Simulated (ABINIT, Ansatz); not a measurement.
**Tl2S (Fm-3m): zone-centre phonons**

Wanted: the vibrations of Tl2S (Fm-3m) at Γ, by two programs.

Main program and level: ABINIT 10.8.3; DFT LDA, scalar-relativistic, plane waves, HGH norm-conserving pseudopotentials.

This is a report of a sequence of runs, with most program output left out.

The structure was built from a prototype and need not be the compound's stable phase.

## Step 1: Set-up

Symmetry: Fm-3m, No. 225, cubic system. Conventional cell: a = 7.029 Å, b = 7.029 Å, c = 7.029 Å, α = 90.00°, β = 90.00°, γ = 90.00°. S has 8 Tl at 3.04 Å nearest. Tl has 4 S at 3.04 Å nearest. Farther neighbours and most contacts between anions are not listed.

## Step 2: Relaxing the cell and atoms

The harmonic expansion needs vanishing forces, and a free crystal bears no stress, so cell and atoms are brought to rest. Stress is more sensitive to the basis than forces are: the last 3 Ha under the cutoff are smoothed with ecutsm, and the cutoff is raised above that of the later runs.

The starting cell comes from a relaxation made beforehand in Ansatz (LDA, PseudoDojo NC).

relax.abi reads:

```
# relaxation
ionmov 2
optcell 2
dilatmx 1.08
ntime 40
tolmxf 1.0d-05
tolvrs 1.0d-14
prtwf 0
prtden 0
chksymtnons 0

# basis, mesh and filling
ecut 31.0
ecutsm 3.0
ixc 7
ngkpt 8 8 8
nshiftk 1
shiftk 0.0 0.0 0.0
istwfk *1
occopt 7
tsmear 0.001
nband 12
nstep 100
diemac 9.0
prtebands 0
prtgsr 0

# cell and atoms
acell 9.39192867 9.39192867 9.39192867
rprim 
    0.0 0.7071067812 0.7071067812
    0.7071067812 0.0 0.7071067812
    0.7071067812 0.7071067812 0.0
ntypat 2
znucl 16 81
natom 3
typat 1 2 2
xred 
    0.0 0.0 0.0
    0.25 0.25 0.25
    0.75 0.75 0.75
pp_dirpath "./pseudo"
pseudos "S.hgh, Tl.hgh"
```

On the command line:

```sh
> OMP_NUM_THREADS=1 mpirun -n 4 abinit relax.abi > relax.log
```

Elapsed: 100 s, on 4 MPI ranks of Arm Neoverse V1, shared host; 6.6 min of CPU time.

The steps of the relaxation:

| step | energy less that of the first step (eV) | largest force (eV/Å) | volume (Å³) |
| --- | --- | --- | --- |
| 1 | 0.0000 | 0.0000 | 86.81 |
| 2 | -0.0048 | 0.0000 | 86.35 |
| 3 | -0.0266 | 0.0000 | 81.76 |
| 4 | -0.0268 | 0.0000 | 82.12 |
| 5 | -0.0268 | 0.0000 | 82.10 |

| conventional cell, symmetrised | before | after | change |
| --- | --- | --- | --- |
| a (Å) | 7.029 | 6.899 | -1.8 % |
| b (Å) | 7.029 | 6.899 | -1.8 % |
| c (Å) | 7.029 | 6.899 | -1.8 % |
| volume (Å³/atom) | 28.94 | 27.37 | -5.4 % |

Final coordinates:

```xyz
3
Lattice="0.0000 3.4496 3.4496 3.4496 0.0000 3.4496 3.4496 3.4496 0.0000" Properties=species:S:1:pos:R:3 pbc="T T T"
S     0.0000    0.0000    0.0000
Tl    1.7248    1.7248    1.7248
Tl    5.1744    5.1744    5.1744
```

Read from the output:

```
volume per atom   : 27.37 Å³
pressure          : -5.57e-5 GPa
gap on the k-mesh : 0.02640 eV
```

The volume changes by -5.4 % from the cell with which this run began.

## Step 3: Ground state

The response is built on these wavefunctions, so the potential is converged far more tightly than an energy would need. Occupations are smeared.

gs.abi reads:

```
# ground state
tolvrs 1.0d-16
prtden 1
prtwf 1

# basis, mesh and filling
ecut 24.0
ixc 7
ngkpt 8 8 8
nshiftk 1
shiftk 0.0 0.0 0.0
istwfk *1
occopt 7
tsmear 0.001
nband 12
nstep 100
diemac 9.0
prtebands 0
prtgsr 0

# cell and atoms
acell 9.218965779 9.218965779 9.218965779
rprim 
    0.0 0.7071067812 0.7071067812
    0.7071067812 0.0 0.7071067812
    0.7071067812 0.7071067812 0.0
ntypat 2
znucl 16 81
natom 3
typat 1 2 2
xred 
    0.0 0.0 0.0
    0.25 0.25 0.25
    0.75 0.75 0.75
pp_dirpath "./pseudo"
pseudos "S.hgh, Tl.hgh"
```

On the command line:

```sh
> OMP_NUM_THREADS=1 mpirun -n 4 abinit gs.abi > gs.log
```

Wall time 15 s (4 MPI ranks).

This step gave:

* pressure: -0.2260 GPa

The cell stands at -0.23 GPa: the relaxation ran with a smoothed and higher cutoff, and the difference is a stress of the finite basis.

## Step 4: Zone-centre response

At q = 0 one unit cell holds all displacements. The response is solved for single atoms along the cell's directions, and symmetry skips those that follow from others. The crystal is treated as a metal, which screens a static field, so no field response is asked.

dfpt_gamma.abi reads:

```

# common to the responses
getwfk_filepath "gso_WFK"
kptopt 2
nqpt 1
qpt 0.0 0.0 0.0
asr 0
chneut 0

# displacements
rfphon 1
rfatpol 1 3
rfdir 1 1 1
tolvrs 1.0d-10
prtwf 0

# basis, mesh and filling
ecut 24.0
ixc 7
ngkpt 8 8 8
nshiftk 1
shiftk 0.0 0.0 0.0
istwfk *1
occopt 7
tsmear 0.001
nband 12
nstep 100
diemac 9.0
prtebands 0
prtgsr 0

# cell and atoms
acell 9.218965779 9.218965779 9.218965779
rprim 
    0.0 0.7071067812 0.7071067812
    0.7071067812 0.0 0.7071067812
    0.7071067812 0.7071067812 0.0
ntypat 2
znucl 16 81
natom 3
typat 1 2 2
xred 
    0.0 0.0 0.0
    0.25 0.25 0.25
    0.75 0.75 0.75
pp_dirpath "./pseudo"
pseudos "S.hgh, Tl.hgh"
```

On the command line:

```sh
> OMP_NUM_THREADS=1 mpirun -n 4 abinit dfpt_gamma.abi > dfpt_gamma.log
```

Wall time 1.7 min (4 MPI ranks); 7 min of CPU time.

This step gave:

- largest acoustic frequency at the zone centre before the sum rule: 1.28 cm⁻¹
- highest optical zone-centre mode (no LO-TO term): 135.1 cm⁻¹
- lowest optical zone-centre mode: 64.22 cm⁻¹

The acoustic modes at Γ come out as far as 1.3 cm⁻¹ from zero, where they should vanish, a small numerical error.

## Step 5: Modes with the sum rule

anaddb reads the merged derivatives and imposes the acoustic sum rule.

anaddb.abi reads:

```
ddb_filepath "gamma_DDB"
output_file "anaddb.abo"
outdata_prefix "anaddb"
asr 1
chneut 1
enunit 2
eivec 1
nph1l 1
qph1l 0.0 0.0 0.0 1.0
```

mrgddb.in reads:

```
gamma_DDB
merged
2
dfpt_gammao_DDB
gso_DDB
```

On the command line:

```sh
> mrgddb < mrgddb.in > mrgddb.log
> OMP_NUM_THREADS=1 anaddb anaddb.abi > anaddb.log
```

It took 0.5 s on 1 thread.

Read from the output:

```yaml
highest_optical_zone_centre_mode_no_lo_to_term: 135.0 cm⁻¹
```

No LO-TO term; unit eigenvectors of the mass-weighted matrix, from anaddb's displacements. Modes at Γ, with each element's share of the kinetic energy:

| mode | frequency (cm⁻¹) | symmetry | S % | Tl % |
| --- | --- | --- | --- | --- |
| 1 | 0.0 | acoustic | 7 | 93 |
| 2 | 0.0 | acoustic | 7 | 93 |
| 3 | 0.0 | acoustic | 7 | 93 |
| 4 | 64.2 | T2g | 0 | 100 |
| 5 | 64.2 | T2g | 0 | 100 |
| 6 | 64.2 | T2g | 0 | 100 |
| 7 | 135.0 | T1u | 93 | 7 |
| 8 | 135.0 | T1u | 93 | 7 |
| 9 | 135.0 | T1u | 93 | 7 |

Displacements in mode 4 (64.2 cm⁻¹), the largest set to 1:
```
S1   0.00  0.00  0.00
Tl2  0.00  0.00  1.00
Tl3  0.00  0.00 -1.00
```

Displacements in mode 7 (135.0 cm⁻¹), the largest set to 1:
```
S1   0.00  0.00 -1.00
Tl2  0.00  0.00  0.08
Tl3  0.00  0.00  0.08
```

The rule moves no optical mode by more than 0.1 cm⁻¹.

## Step 6: Sum rules set otherwise (asr 0)

Without the rule the raw error of the acoustic modes shows.

anaddb.abi: that of step 5 with these lines changed.

```diff
@@ -3,4 +3,4 @@
 outdata_prefix "anaddb"
-asr 1
-chneut 1
+asr 0
+chneut 0
 enunit 2
```

mrgddb.in is that of step 5.

Wall time 0.49 s (1 thread).

This step gave:

| Item | Value |
| --- | --- |
| highest optical zone-centre mode (no LO-TO term) | 135.1 cm⁻¹ |

Zone-centre frequencies as printed; negative means imaginary. Modes:

| mode | frequency (cm⁻¹) |
| --- | --- |
| 1 | 1.28 |
| 2 | 1.28 |
| 3 | 1.28 |
| 4 | 64.22 |
| 5 | 64.22 |
| 6 | 64.22 |
| 7 | 135.1 |
| 8 | 135.1 |
| 9 | 135.1 |

## Step 7: The same in Ansatz

The same cell goes through another code, with its own cutoff. The potentials differ.

This step: DFT LDA, scalar-relativistic, plane waves, PseudoDojo norm-conserving pseudopotentials (Ansatz 0.2.0).

input.yaml reads:

```yaml
crystal:
  lattice:
    - [0.0, 3.4495968136, 3.4495968136]
    - [3.4495968136, 0.0, 3.4495968136]
    - [3.4495968136, 3.4495968136, 0.0]
  atoms:
    - { symbol: S, position: [0.0, 0.0, 0.0] }
    - { symbol: Tl, position: [0.25, 0.25, 0.25] }
    - { symbol: Tl, position: [0.75, 0.75, 0.75] }
kpoints:
  mp_grid: { grid: [8, 8, 8] }
hamiltonian:
  xc: lda
  pseudopotentials: { kind: nc, accuracy: standard }
scf:
  occupations: { method: gaussian, width: 0.02721 }
output:
  eigenvalues: true
phonons:
  method: dfpt
```

On the command line:

```sh
> ansatz run input.yaml --threads 4 --pin off --max-ram 8192MiB --backend cpu --events-out ev --progress --plain --runs-dir out
```

Wall time 16 s (4 threads); peak memory 1 GiB; 64 s of CPU time.

Read from the output:

- gap on the k-mesh: 0.04262 eV
- sum-rule residual before enforcement: 7.17e-5 eV/Å²
- highest optical zone-centre mode (no LO-TO term): 164.4 cm⁻¹
- lowest optical zone-centre mode: 72.9 cm⁻¹

## Step 8: The two compared: ABINIT HGH and Ansatz, PseudoDojo

Numbers from this step:

```
root-mean-square difference : 21.68 cm⁻¹
largest difference          : 29.4 cm⁻¹
```

Optical modes, paired by symmetry label. Frequencies side by side, by row:

| q (reciprocal lattice) | mode | ABINIT HGH (cm⁻¹) | Ansatz, PseudoDojo (cm⁻¹) |
| --- | --- | --- | --- |
| 0 0 0 | 4 | 64.2 | 72.9 |
| 0 0 0 | 5 | 64.2 | 72.9 |
| 0 0 0 | 6 | 64.2 | 72.9 |
| 0 0 0 | 7 | 135 | 164.4 |
| 0 0 0 | 8 | 135 | 164.4 |
| 0 0 0 | 9 | 135 | 164.4 |

At the zone centre the largest difference (acoustic modes at Γ apart) is 22 % of the highest mode.

## Step 9: Outcome

| Property | Result |
| --- | --- |
| space group after relaxation | Fm-3m |
| volume per atom | 27.4 Å³ |
| gap on the k-mesh | 0.0264 eV |
| highest optical zone-centre mode (no LO-TO term) | 135.0 cm⁻¹ |
| lowest optical zone-centre mode | 64.2 cm⁻¹ |
| imaginary optical modes at the zone centre (no q mesh in this session) | none |
| largest difference from Ansatz, PseudoDojo | 29.4 cm⁻¹ |

**Reading.** At the LDA level the optical modes of Tl2S (Fm-3m) at the zone centre run from 64 to 135 cm⁻¹. On other potentials, and in a cell that was not relaxed for them, the second run differs strongly on some modes. The gap of the first level, 0.026 eV, is of the size of the smearing, so its band edges are partly filled; its soft modes are unreliable, and so are shifts counted from them. ABINIT HGH and Ansatz, PseudoDojo differ by 21.7 cm⁻¹ in the root mean square and by 29.4 cm⁻¹ at most, 21.8 % of the highest mode compared (acoustic modes at Γ left out); the two use different potentials, and the cell was not relaxed for the second set. These are harmonic frequencies at zero temperature: anharmonic shifts and linewidths and thermal expansion are left out. Spin-orbit coupling is left out, which can matter for the heavy elements here. The HGH files keep few electrons and have no core correction, which is cheap but rough for Tl. The structure is a hypothetical one, built on a prototype.

[Host names and launcher messages were left out of these logs when they were recorded.]

[Logs are printed without paths, hosts, clocks, repeated set-up lines and the standing remarks that a program may print on its own settings, such as how far it seeks lower states.]

[Hosts, paths, dates, database ids (printed as entryN), source tags and the programs' standing remarks are cut or masked in the printed files.]
